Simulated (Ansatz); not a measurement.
# Work function of Hf(0001): what the settings cost and change, part 2 of 2

How far do functional and pseudopotentials move the work function of Hf(0001), and at what cost?

Ansatz 0.2.0; plane-wave DFT, PBE, Ansatz PAW (the session's first sound run).

So far, work function, upper face (eV): step 2 (run, setting PBE, Ansatz PAW (420 eV)) 4.36; step 4 (PBEsol) 4.43; step 5 (RPBE) 4.25; step 6 (r2SCAN) 4.46; step 7 (PBE JTH) 4.37.

## 8. Run

This step: plane-wave DFT, PBE, norm-conserving (Ansatz 0.2.0).

input.yaml

```yaml
crystal:
  lattice:
    - [3.2, 0.0, 0.0]
    - [1.6, 2.7712812921, 0.0]
    - [0.0, 0.0, 33.1872]
  atoms:
    - { symbol: Hf, position: [0.0, 0.0, 0.2711888921] }
    - { symbol: Hf, position: [0.6666666667, 0.6666666667, 0.3474592614] }
    - { symbol: Hf, position: [0.0, 0.0, 0.4237296307] }
    - { symbol: Hf, position: [0.6666666667, 0.6666666667, 0.5] }
    - { symbol: Hf, position: [0.0, 0.0, 0.5762703693] }
    - { symbol: Hf, position: [0.6666666667, 0.6666666667, 0.6525407386] }
    - { symbol: Hf, position: [0.0, 0.0, 0.7288111079] }
kpoints:
  mp_grid: { grid: [15, 15, 1] }
hamiltonian:
  xc: pbe
  pseudopotentials: { kind: nc }
scf:
  occupations: { method: fermi_dirac, width: 0.1 }
  convergence: { dr2_threshold: 1.0e-09 }
efield:
  axis: 3
  dipole_correction: true
  ramp_position: 0.97
  ramp_width: 0.06
output:
  write_potential: true
  write_density: true
  volumetric_format: npy
```

Run with:

```console
ansatz run input.yaml --threads 4 --pin off --max-ram 6144MiB --backend cpu --events-out ev --progress --plain --runs-dir out
```

Output:

```text
[...]
Crystal: 7 atoms, lattice volume = 294.307 Å³
Basis set: ecut = 1143 eV, 25821 PW (Γ)
Bands: 110, of which v1, the nominal top of the filled ones, is band 91 counted from 1 (90 counted from 0)
Symmetry: 6 space group operations
k-points: 27 of 225 (time reversal used)
[...]
k-point 1: bands = [... 87 lower, 9.3448, 9.5885, 9.7026, 9.9927, 10.0242, 10.1087, 10.1864, 10.2925, ... 15 higher]
  k-point 2: bands = [... 87 lower, 9.0808, 9.2421, 9.4826, 9.6338, 9.6505, 9.7881, 10.0075, 10.3144, ... 15 higher]
  k-point 26: bands = [... 87 lower, 7.8085, 8.1239, 8.1249, 9.0112, 9.1086, 9.1240, 9.3262, 9.3371, ... 15 higher]
[key lines of the parts left out:]
SCF converged after 12 iterations
Free energy (F): -50677.165852 eV
Fermi energy:    9.160372 eV
Dipole field:    D = 0.000001 V/Å  (p = 0.000001 e·Å, saw-weighted, corrected)
Work function:   Φ+ = 4.3595 eV   Φ− = 4.3595 eV
```

Wall time 2.9 min (4 threads of Intel Xeon 6975P-C (Granite Rapids), shared host); peak memory 5 GiB.

The work function is 4.360 eV, -0.001 eV from the run “PBE, Ansatz PAW (420 eV)”, at 3.8 times its CPU time.

## 9. Slab

This step: plane-wave DFT, LDA, norm-conserving (Ansatz 0.2.0).

Changes to input.yaml since step 8:

```diff
@@ -16,3 +16,3 @@
 hamiltonian:
-  xc: pbe
+  xc: lda
   pseudopotentials: { kind: nc }
```

Output:

```text
[...]
Crystal: 7 atoms, lattice volume = 294.307 Å³
Basis set: ecut = 789.130201 eV, 14931 PW (Γ)
Bands: 51, of which v1, the nominal top of the filled ones, is band 42 counted from 1 (41 counted from 0)
Symmetry: 6 space group operations
k-points: 27 of 225 (time reversal used)
[...]
k-point 0: bands = [... 38 lower, 5.9072, 6.1261, 6.2346, 6.5335, 6.5335, 6.5534, 6.5613, 6.5613, ... 5 higher]
  k-point 1: bands = [... 38 lower, 5.7844, 6.0624, 6.0632, 6.3400, 6.3708, 6.4517, 6.5321, 6.6329, ... 5 higher]
  k-point 2: bands = [... 38 lower, 5.4916, 5.6758, 5.8375, 5.9916, 6.0017, 6.1400, 6.3574, 6.6580, ... 5 higher]
  k-point 26: bands = [... 38 lower, 4.2459, 4.5177, 4.5180, 5.4394, 5.5195, 5.5349, 5.7133, 5.7304, ... 5 higher]
[key lines of the parts left out:]
SCF converged after 11 iterations
Free energy (F): -10749.407549 eV
Fermi energy:    5.549525 eV
Dipole field:    D = -0.000001 V/Å  (p = -0.000002 e·Å, saw-weighted, corrected)
Work function:   Φ+ = 4.5463 eV   Φ− = 4.5462 eV
```

Run time: 45 s. Hardware: 4 threads; peak memory 1.7 GiB; 2.9 min of CPU time.

The work function is 4.546 eV, +0.186 eV from the run “PBE, Ansatz PAW (420 eV)”, at 0.97 times its CPU time.

## 10. Run, setting PBE, all layers relaxed

This step: plane-wave DFT, PBE, Ansatz PAW (Ansatz 0.2.0).

Changes to input.yaml since step 9:

```diff
@@ -16,4 +16,3 @@
 hamiltonian:
-  xc: lda
-  pseudopotentials: { kind: nc }
+  xc: pbe
 scf:
@@ -26,2 +25,5 @@
   ramp_width: 0.06
+relax:
+  f_tol: 0.01
+  max_steps: 40
 output:
```

Output:

```text
[...]
Crystal: 7 atoms, lattice volume = 294.307 Å³
Basis set: ecut = 420 eV, 5811 PW (Γ), exchange–correlation on 48×48×450 points (8 copies of the dense FFT grid, shifted against one another)
Bands: 110, of which v1, the nominal top of the filled ones, is band 91 counted from 1 (90 counted from 0)
Symmetry: 6 space group operations
[...]
atoms:
    - { symbol: Hf, position: [3.268038e-18, 0, 0.273647] }
    - { symbol: Hf, position: [0.666667, 0.666667, 0.345388] }
    - { symbol: Hf, position: [4.016118e-19, 0, 0.424032] }
    - { symbol: Hf, position: [0.666667, 0.666667, 0.500000] }
    - { symbol: Hf, position: [-4.016120e-19, 0, 0.575968] }
    - { symbol: Hf, position: [0.666667, 0.666667, 0.654612] }
    - { symbol: Hf, position: [-3.268038e-18, 0, 0.726353] }
[key lines of the parts left out:]
SCF converged after 10 iterations
Free energy (F): -110047.740643 eV
Fermi energy:    8.637719 eV
Dipole field:    D = 0.000007 V/Å  (p = 0.000011 e·Å, saw-weighted, corrected)
Work function:   Φ+ = 4.3346 eV   Φ− = 4.3348 eV
```

Wall time 2.8 min (4 threads); peak memory 1.4 GiB.

The relaxation took 5 steps and lowered the energy by 0.11 eV; the largest force on the free atoms ends at 0.0046 eV/Å.

The work function is 4.335 eV, -0.026 eV from the run “PBE, Ansatz PAW (420 eV)”, at 3.6 times its CPU time.

## 11. Slab

This step: plane-wave DFT, PBE, fully relativistic PAW with spin-orbit coupling (Ansatz 0.2.0).

Changes to input.yaml since step 10:

```diff
@@ -17,2 +17,3 @@
   xc: pbe
+  pseudopotentials: { kind: paw_fr }
 scf:
@@ -25,5 +26,5 @@
   ramp_width: 0.06
-relax:
-  f_tol: 0.01
-  max_steps: 40
+magnetization:
+  noncollinear: true
+  spin_orbit: true
 output:
```

Output:

```text
[...]
non-collinear run that drives no moment, with spin-orbit: no starting moment large enough to seed its density (crystal.atoms[].spin), no starting occupations that ask for one, no magnetisation constraint and no magnetic field, so the semilocal B_xc is pinned to zero
Crystal: 7 atoms, lattice volume = 294.307 Å³
[...]
k-point 1: bands = [... 178 lower, 9.1637, 9.1637, 9.4250, 9.4250, 9.4567, 9.4567, 9.5267, 9.5267, ... 34 higher]
  k-point 2: bands = [... 178 lower, 8.9569, 8.9569, 9.0887, 9.0887, 9.1339, 9.1339, 9.2456, 9.2456, ... 34 higher]
  k-point 26: bands = [... 178 lower, 7.7044, 7.7046, 8.3142, 8.4447, 8.4730, 8.6051, 8.6771, 8.6940, ... 34 higher]
[key lines of the parts left out:]
SCF converged after 14 iterations
Magnetization: |M| = 0.0000 μB,  M = (+0.0000, +0.0000, +0.0000) μB
Free energy (F): -110178.039278 eV
Fermi energy:    8.624231 eV
Dipole field:    D = -0.000000 V/Å  (p = -0.000000 e·Å, saw-weighted, corrected)
Work function:   Φ+ = 4.3621 eV   Φ− = 4.3621 eV
```

Run time: 5.3 min. Hardware: 4 threads; peak memory 5.7 GiB.

The work function is 4.362 eV, +0.002 eV from the run “PBE, Ansatz PAW (420 eV)”, at 7.2 times its CPU time.

## 12. Side by side

Times are for 4 threads of Intel Xeon 6975P-C (Granite Rapids), shared host. Results by setting:

| no. | setting | work function, upper face (eV) | time | memory (GiB) |
| --- | --- | --- | --- | --- |
| 1 | PBE, Ansatz PAW (420 eV) | 4.360 | 51 s | 1.6 |
| 2 | LDA, Ansatz PAW (420 eV) | 4.547 | 48 s | 1.5 |
| 3 | PBEsol, Ansatz PAW (420 eV) | 4.431 | 49 s | 1.6 |
| 4 | RPBE, Ansatz PAW (420 eV) | 4.251 | 49 s | 1.5 |
| 5 | r2SCAN, Ansatz PAW (500 eV) | 4.462 | 85 s | 2.2 |
| 6 | PBE, JTH PAW (1230 eV) | 4.368 | 95 s | 3.2 |
| 7 | PBE, norm-conserving (1143 eV) | 4.360 | 2.9 min | 5.0 |
| 8 | LDA, norm-conserving (789 eV) | 4.546 | 45 s | 1.7 |
| 9 | PBE, all layers relaxed | 4.335 | 2.8 min | 1.4 |
| 10 | PBE with spin-orbit coupling (420 eV) | 4.362 | 5.3 min | 5.7 |

## 13. A changed input

This step: plane-wave DFT, PBE, Ansatz PAW (Ansatz 0.2.0).

An input spoilt on purpose, to show how the run answers: it repeats the earlier run “PBE, Ansatz PAW (420 eV)” with efield.ramp_width from 0.06 to 0.9, and scf.max_iter set to 60; its output block differs too.

Changes to input.yaml since step 11:

```diff
@@ -17,3 +17,2 @@
   xc: pbe
-  pseudopotentials: { kind: paw_fr }
 scf:
@@ -21,2 +20,3 @@
   convergence: { dr2_threshold: 1.0e-09 }
+  max_iter: 60
 efield:
@@ -25,6 +25,3 @@
   ramp_position: 0.97
-  ramp_width: 0.06
-magnetization:
-  noncollinear: true
-  spin_orbit: true
+  ramp_width: 0.9
 output:
```

Output:

```text
Engine: ansatz 0.2.0, x86_64-unknown-linux-gnu
Pseudopotentials: kind: paw
Pseudopotential: Hf, paw, valence charge 26, recommended cutoff 420 eV (normal), Hf.paw.azcp
Functional definition: PBE
  parameter kappa = 0.804
  parameter beta = 0.066725
  exchange = pbe_x(kappa = kappa, mu = beta*pi^2/3)
  correlation = pbe_c(beta = beta)
Crystal: 7 atoms, lattice volume = 294.307 Å³
Basis set: ecut = 420 eV, 5811 PW (Γ)
Bands: 110, of which v1, the nominal top of the filled ones, is band 91 counted from 1 (90 counted from 0)
Symmetry: 6 space group operations
k-points: 27 of 225 (time reversal used)
Non-local potential: Hf, projectors of the file, l = 0: 3, l = 1: 2, l = 2: 2, l = 3: 3
PAW form: soft (Blöchl's): semilocal exchange-correlation on the pseudo side does not see the compensation charge
PAW one-centre angular grid: Hf, 590 points (default); XC on 64 Gauss nodes
Initial density: superposition of atomic densities (neutral atoms: chi_scale 0, normalization atom), corrected by the library's trained network
Initial wavefunctions: pseudopotential atomic-orbital guess
Functional: x = pbe(κ = 0.804, μ = 0.219515), c = pbe(β = 0.066725)
Error: efield: ion 0 (Hf) at fractional coordinate 0.2712 along the field axis lies inside the sawtooth ramp with 2 of the planes that the density is read on at each end, [0.9611, 0.8789] — the ramp must sit in vacuum (an ion there feels the fictitious reversed slope); set or move the ramp (efield.ramp_position / ramp_width) or move the geometry
```

Wall time 0.34 s (4 threads); peak memory 0.66 GiB; 0.83 s of CPU time.

The input was rejected at the start.

The program's message: “Error: efield: ion 0 (Hf) at fractional coordinate 0.2712 along the field axis lies inside the sawtooth ramp with 2 of the planes that the density is read on at each end, [0.9611, 0.8789] — the ramp m …”

The fault put into the input: a ramp so wide that it reaches the atoms.

## 14. What came out

```json
{"work function, PBE, Ansatz PAW (420 eV)": "4.360 eV", "work function, LDA, Ansatz PAW (420 eV)": "4.547 eV", "work function, RPBE, Ansatz PAW (420 eV)": "4.251 eV", "work function, r2SCAN, Ansatz PAW (500 eV)": "4.462 eV", "work function, PBE, all layers relaxed": "4.335 eV", "work function, PBE with spin-orbit coupling (420 eV)": "4.362 eV"}
```

What this shows: PBE on the default files gives 4.36 eV, and the settings tried spread the value from 4.25 to 4.55 eV. At one geometry LDA lies 0.19 eV above PBE. The choice of pseudopotentials moves the PBE value by 0.008 eV. Relaxing the layers changes it by -0.026 eV. Spin-orbit coupling, on the fully relativistic files, changes it by +0.00 eV. The ladder's slabs use the tabulated experimental lattice constant (two decimals; a low-temperature value for the alkali metals).

[Long decimals in the printed logs are rounded to 6 places.]

[Logs are printed without paths, hosts, clocks, repeated set-up lines and the standing remarks that a program may print on its own settings, such as how far it seeks lower states.]

[Hosts, paths, dates, database ids (printed as entryN), source tags and the programs' standing remarks are cut or masked in the printed files.]

[Maps of the electrostatic potential energy from Ansatz leave out the sawtooth potential of an applied field or a dipole correction, so their vacuum need not be flat; planar profiles and work functions include it.]
